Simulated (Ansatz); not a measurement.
# Cl on Ir(111): change of the work function, part 3 of 3

Wanted: Δφ(θ) for Cl/Ir(111), starting from the fcc site.

Ansatz 0.2.0; plane-wave DFT, PBE, Ansatz PAW.

So far, work function, upper face (eV): step 2 (the clean slab) 5.49; step 3 (17 atoms, coverage 0.25 ML, cell 2x2) 4.98.

## 4. Adsorbate added, k-mesh 12×12×1, coverage 1 ML

System of this step: Cl/Ir(111). The cell holds 5 atoms: 4 Ir and 1 Cl. Its edges and angles: a = 2.715 Å, b = 2.715 Å, c = 26.586 Å, α = 90.0°, β = 90.0°, γ = 60.0°. Vacuum lies along c.

Another coverage, to see how the dipoles act on each other as their distance changes.

input.yaml reads:

```yaml
crystal:
  lattice:
    - [2.7152900398, 0.0, 0.0]
    - [1.3576450199, 2.3515101531, 0.0]
    - [0.0, 0.0, 26.5864129207]
  atoms:
    - { symbol: Ir, position: [0.0, 0.0, 0.3385187775] }
    - { symbol: Ir, position: [0.3333333333, 0.3333333333, 0.421908178] }
    - { symbol: Ir, position: [0.6666666667, 0.6666666667, 0.5052005028] }
    - { symbol: Ir, position: [0.0, 0.0, 0.5880929832] }
    - { symbol: Cl, position: [0.3333333333, 0.3333333333, 0.6614812225] }
kpoints:
  mp_grid: { grid: [12, 12, 1] }
hamiltonian:
  xc: pbe
scf:
  occupations: { method: fermi_dirac, width: 0.1 }
  convergence: { dr2_threshold: 1.0e-08 }
efield:
  axis: 3
  dipole_correction: true
  ramp_position: 0.97
  ramp_width: 0.06
relax:
  f_tol: 0.02
  max_steps: 60
  constraints: [{ sites: [0, 1] }]
output:
  write_potential: true
  write_density: true
  volumetric_format: npy
```

On the command line:

```sh
$ ansatz run input.yaml --threads 4 --pin off --max-ram 6144MiB --backend cpu --events-out ev --progress --plain --runs-dir out
```

Numbers of over 12 decimals in the logs are rounded to 6 here.

Output:

```text
[...]
Crystal: 5 atoms, lattice volume = 169.755 Å³
Basis set: ecut = 420 eV, 3323 PW (Γ), exchange–correlation on 40×40×360 points (8 copies of the dense FFT grid, shifted against one another)
Bands: 45, of which v1, the nominal top of the filled ones, is band 38 counted from 1 (37 counted from 0)
Symmetry: 6 space group operations
[...]
k-points: 19 of 144 (time reversal used)
[...]
SCF iter   1: F=—  HF=-48818.335867 eV  |F-HF|=—  |Δ(HF+E_count)|=         —  Δρ=7.06e-3  dr2=3.52e-1  ethr=1.77e-3  p=0.041 e·Å  D=4.40e-2 V/Å  ΔV_dip=-1.17 eV  dr2_dipole=1.29e-2  V_vac-E_F(+/−)=4.07/5.24 eV  ⟨swp⟩=9.0  Hψ=4009  notcnv=0  defer=3
[...]
SCF iter   9: F=-48818.321705 eV  HF=-48818.321705 eV  |F-HF|=6.17e-9  |Δ(HF+E_count)|=   1.37e-7  Δρ=9.53e-7  dr2=3.01e-9  ethr=1.33e-11  p=0.034 e·Å  D=3.64e-2 V/Å  ΔV_dip=-0.97 eV  dr2_dipole=7.81e-11  V_vac-E_F(+/−)=4.59/5.56 eV  ⟨swp⟩=10.9  Hψ=6787  notcnv=0
SCF 1 converged in 9 iterations: F = -48818.321705 eV  dr2 = 3.01e-9
[...]
relax step   1: F+E_penalty+E_count = -48818.32170500 eV  Δ(F+E_penalty+E_count) = +0.000e0 eV  max|allowed force component| = 1.419e0 eV/Å  Δτ_max = 0.0000 Å  (9 SCF iters, accepted)
[...]
SCF iter   1: F=—  HF=-48818.474808 eV  |F-HF|=—  |Δ(HF+E_count)|=         —  Δρ=9.19e-3  dr2=2.55e0  ethr=3.10e-3  p=0.034 e·Å  D=3.64e-2 V/Å  ΔV_dip=-0.97 eV  dr2_dipole=1.22e0  V_vac-E_F(+/−)=4.66/5.63 eV  ⟨swp⟩=4.3  Hψ=1981  notcnv=0  defer=5
[...]
SCF iter   9: F=-48818.431307 eV  HF=-48818.431307 eV  |F-HF|=6.96e-9  |Δ(HF+E_count)|=   2.74e-8  Δρ=1.04e-6  dr2=4.89e-9  ethr=1.33e-11  p=0.024 e·Å  D=2.55e-2 V/Å  ΔV_dip=-0.68 eV  dr2_dipole=9.02e-10  V_vac-E_F(+/−)=4.90/5.58 eV  ⟨swp⟩=9.0  Hψ=6808  notcnv=0
SCF 2 converged in 9 iterations: F = -48818.431307 eV  dr2 = 4.89e-9
relax step   2: F+E_penalty+E_count = -48818.43130660 eV  Δ(F+E_penalty+E_count) = -1.096e-1 eV  max|allowed force component| = 5.977e-1 eV/Å  Δτ_max = 0.1625 Å  (9 SCF iters, accepted)
[...]
SCF iter   9: F=-48818.468591 eV  HF=-48818.468591 eV  |F-HF|=2.20e-9  |Δ(HF+E_count)|=   2.66e-8  Δρ=6.94e-7  dr2=1.74e-9  ethr=1.33e-11  p=0.015 e·Å  D=1.56e-2 V/Å  ΔV_dip=-0.42 eV  dr2_dipole=2.22e-10  V_vac-E_F(+/−)=5.15/5.56 eV  ⟨swp⟩=10.2  Hψ=6231  notcnv=0
SCF 3 converged in 9 iterations: F = -48818.468591 eV  dr2 = 1.74e-9
relax step   3: F+E_penalty+E_count = -48818.46859068 eV  Δ(F+E_penalty+E_count) = -3.728e-2 eV  max|allowed force component| = 1.646e-1 eV/Å  Δτ_max = 0.0594 Å  (9 SCF iters, accepted)
[...]
relax step   4: F+E_penalty+E_count = -48818.47488697 eV  Δ(F+E_penalty+E_count) = -6.296e-3 eV  max|allowed force component| = 1.238e-1 eV/Å  Δτ_max = 0.0840 Å  (8 SCF iters, accepted)
SCF iter   1: F=—  HF=-48818.476681 eV  |F-HF|=—  |Δ(HF+E_count)|=         —  Δρ=1.22e-3  dr2=2.59e-2  ethr=4.08e-4  p=0.010 e·Å  D=1.08e-2 V/Å  ΔV_dip=-0.29 eV  dr2_dipole=1.27e-2  V_vac-E_F(+/−)=5.28/5.57 eV  ⟨swp⟩=3.2  Hψ=1392  notcnv=0  defer=5
[...]
SCF iter   8: F=-48818.476014 eV  HF=-48818.476014 eV  |F-HF|=4.61e-9  |Δ(HF+E_count)|=   2.46e-8  Δρ=4.88e-7  dr2=5.34e-10  ethr=1.33e-11  p=0.008 e·Å  D=8.17e-3 V/Å  ΔV_dip=-0.22 eV  dr2_dipole=5.10e-12  V_vac-E_F(+/−)=5.34/5.56 eV  ⟨swp⟩=9.9  Hψ=5957  notcnv=0
SCF 5 converged in 8 iterations: F = -48818.476014 eV  dr2 = 5.34e-10
relax step   5: F+E_penalty+E_count = -48818.47601390 eV  Δ(F+E_penalty+E_count) = -1.127e-3 eV  max|allowed force component| = 8.999e-3 eV/Å  Δτ_max = 0.0188 Å  (8 SCF iters, accepted)
[...]
SCF converged after 8 iterations
Free energy (F): -48818.476014 eV
[...]
Internal energy: -48818.316248 eV  (E = F + TS)
E sigma→0 (E₀):  -48818.396131 eV
Entropy (-TS):   -0.159766 eV (-31.953 meV/atom)
Fermi energy:    6.246925 eV
Dipole field:    D = 0.008170 V/Å  (p = 0.007664 e·Å, saw-weighted, corrected)
Work function:   Φ+ = 5.3381 eV   Φ− = 5.5553 eV
[...]
--- Forces (eV/Å), atoms counted from 1 ---
  atom   1  Ir     0.00000000    -0.00000000     0.12901578
  atom   2  Ir    -0.00000000    -0.00000000    -0.12666654
  atom   3  Ir    -0.00000000    -0.00000000    -0.00899930
  atom   4  Ir     0.00000000     0.00000000     0.00582314
  atom   5  Cl    -0.00000000    -0.00000000     0.00082211
  max |Σ_I F_I| component: 4.81e-6 eV/Å
--- Band table (eV; the first three rows and the last of 19) ---
  k-point 0: bands = [... 34 lower, 5.0038, 5.2980, 5.2980, 6.0237, 6.0952, 6.0952, 6.8505, 6.8505, ... 3 higher]
  k-point 1: bands = [... 34 lower, 4.7967, 5.1441, 5.3465, 5.4513, 6.0793, 6.2894, 6.7097, 6.8280, ... 3 higher]
  k-point 2: bands = [... 34 lower, 4.5513, 4.6334, 4.9629, 5.3270, 5.6960, 6.0157, 6.7089, 7.1234, ... 3 higher]
  k-point 18: bands = [... 34 lower, 4.9384, 5.7552, 6.0755, 6.5173, 6.6066, 6.7762, 11.5886, 11.7880, ... 3 higher]
--- Relaxed structure (5 steps of the walk, 5 accepted, 0 SCFs on fresh bases) ---
  F+E_penalty+E_count = -48818.47601390 eV   max|allowed force component| = 8.999e-3 eV/Å
  atoms:
[...]
- { symbol: Ir, position: [0.333333, 0.333333, 0.421908] }
    - { symbol: Ir, position: [0.666667, 0.666667, 0.505743] }
[...]
- { symbol: Cl, position: [0.333333, 0.333333, 0.673104] }
```

It took 13 s on 4 threads of Intel Xeon Platinum 8488C (Sapphire Rapids), shared host; peak memory 0.57 GiB; 48 s of CPU time.

Step by step:

| step | energy less that of the first step (eV) | largest force component (eV/Å) |
| --- | --- | --- |
| 1 | 0.0000 | 1.4186 |
| 2 | -0.1096 | 0.5977 |
| 3 | -0.1469 | 0.1646 |
| 4 | -0.1532 | 0.1238 |
| 5 | -0.1543 | 0.0090 |

Forces are held to the 6 operations that the run works with; a distortion that breaks them can't arise in this run.

The atoms that moved most (Å):

| atom | dx | dy | dz | length |
| --- | --- | --- | --- | --- |
| Cl5 | 0.000 | 0.000 | 0.309 | 0.309 |
| Ir3 | 0.000 | 0.000 | 0.014 | 0.014 |
| Ir4 | 0.000 | 0.000 | -0.005 | 0.005 |

The relaxed structure:

```xyz
5
Lattice="2.7153 0.0000 0.0000 1.3576 2.3515 0.0000 0.0000 0.0000 26.5864" Properties=species:S:1:pos:R:3
Ir    0.0000    0.0000    9.0000
Ir    1.3576    0.7838   11.2170
Ir    2.7153    1.5677   13.4459
Ir    0.0000    0.0000   15.6299
Cl    1.3576    0.7838   17.8954
```

Numbers from this step:

* energy at zero smearing: -48818.3961 eV
* work function, upper face: 5.338 eV
* work function, lower face: 5.555 eV
* dipole along the normal: 0.007664 e·Å
* step between the vacuum levels: -0.2172 eV

Running mean over 2.217 Å of the planar mean; the ramp of the sawtooth is left out. The electron's electrostatic potential energy less the Fermi level by z:

z (Å), electron's electrostatic potential energy less the Fermi level (eV) and a bar from the least value:
```
      3.5        5.6 ##############################
      4.0        5.6 ##############################
      4.5        5.6 ##############################
      5.0        5.6 ##############################
      5.5        5.5 ##############################
      6.0        5.5 ##############################
      6.5        5.3 ##############################
      7.0        4.3 ############################
      7.5        0.8 #######################
      8.0       -5.5 #############
      8.5      -10.8 #####
      9.0      -12.7 ##
      9.5      -13.1 #
     10.0      -13.3 #
     10.5      -13.4 #
     11.0      -13.5 #
     11.5      -13.5 #
     12.0      -13.4 #
     12.5      -13.4 #
     13.0      -13.5 #
     13.5      -13.6 
     14.0      -13.8 
     14.5      -13.9 
     15.0      -13.7 
     15.5      -13.4 #
     16.0      -12.6 ##
     16.5      -10.6 #####
     17.0       -8.1 #########
     17.5       -6.3 ############
     18.0       -5.3 #############
     18.5       -3.7 ################
     19.0        0.0 #####################
     19.5        3.7 ###########################
     20.0        5.0 #############################
     20.5        5.3 ##############################
     21.0        5.3 ##############################
     21.5        5.3 ##############################
     22.0        5.3 ##############################
     22.5        5.3 ##############################
     23.0        5.3 ##############################
```

The relaxation took 5 steps and lowered the energy by 0.15 eV; the largest force on the free atoms ends at 0.0090 eV/Å.

The covered face has 5.34 eV, -0.15 eV against the clean one; the bare back face has moved by +0.06 eV, a measure of how thin the slab is.

## 5. Work function against coverage

This step: plane-wave DFT, PBE, Ansatz PAW; work function against coverage (Ansatz 0.2.0).

The runs are now put side by side.

Numbers from this step:

```yaml
work_function_of_the_clean_face: 5.486 eV
largest_change_of_the_work_function: -0.5086 eV
```

Table of work function of the covered face by coverage:

| coverage (adsorbates/nm²) | work function of the covered face (eV) |
| --- | --- |
| 0.00 | 5.49 |
| 3.92 | 4.98 |
| 15.66 | 5.34 |

The dipole per adsorbate comes from the change of the cell's dipole. Coverage, by row:

| coverage (1/nm²) | coverage (ML) | work function (eV) | change (eV) | dipole per adsorbate, positive end outwards (debye) | mean height of the added atoms over the highest substrate atom (Å) |
| --- | --- | --- | --- | --- | --- |
| 3.915 | 0.25 | 4.978 | -0.5086 | 0.364 | 1.971 |
| 15.66 | 1 | 5.338 | -0.1483 | 0.036 | 2.266 |

## 6. Results

```yaml
work_function_of_the_clean_face: 5.49 eV
work_function_at_0p25_ml: 4.98 eV
work_function_at_1_ml: 5.34 eV
dipole_per_adsorbate_at_0p25_ml_positive_end_outwards: 0.36 D
```

What this shows: Cl lowers the work function of Ir(111) at the lowest coverage, by 0.51 eV: the adsorbate layer has its positive end outwards. An electronegative adsorbate that lowers the work function shows that charge transfer alone doesn't fix the sign: the pushed-back electron tail of the metal and the adsorbate's own polarisation count too. At the highest coverage the adsorbates are pressed to about 2.7 Å, closer than unbonded atoms of this kind usually come, so a real layer may not reach it. The slab has 4 layers, at the tabulated experimental lattice constant, one starting site was run, and quantum-size effects of a slab this thin can reach one or two tenths of an eV.

[Logs are printed without paths, hosts, clocks, repeated set-up lines and the standing remarks that a program may print on its own settings, such as how far it seeks lower states.]

[Hosts, paths, dates, database ids (printed as entryN), source tags and the programs' standing remarks are cut or masked in the printed files.]

[Maps of the electrostatic potential energy from Ansatz leave out the sawtooth potential of an applied field or a dipole correction, so their vacuum need not be flat; planar profiles and work functions include it.]
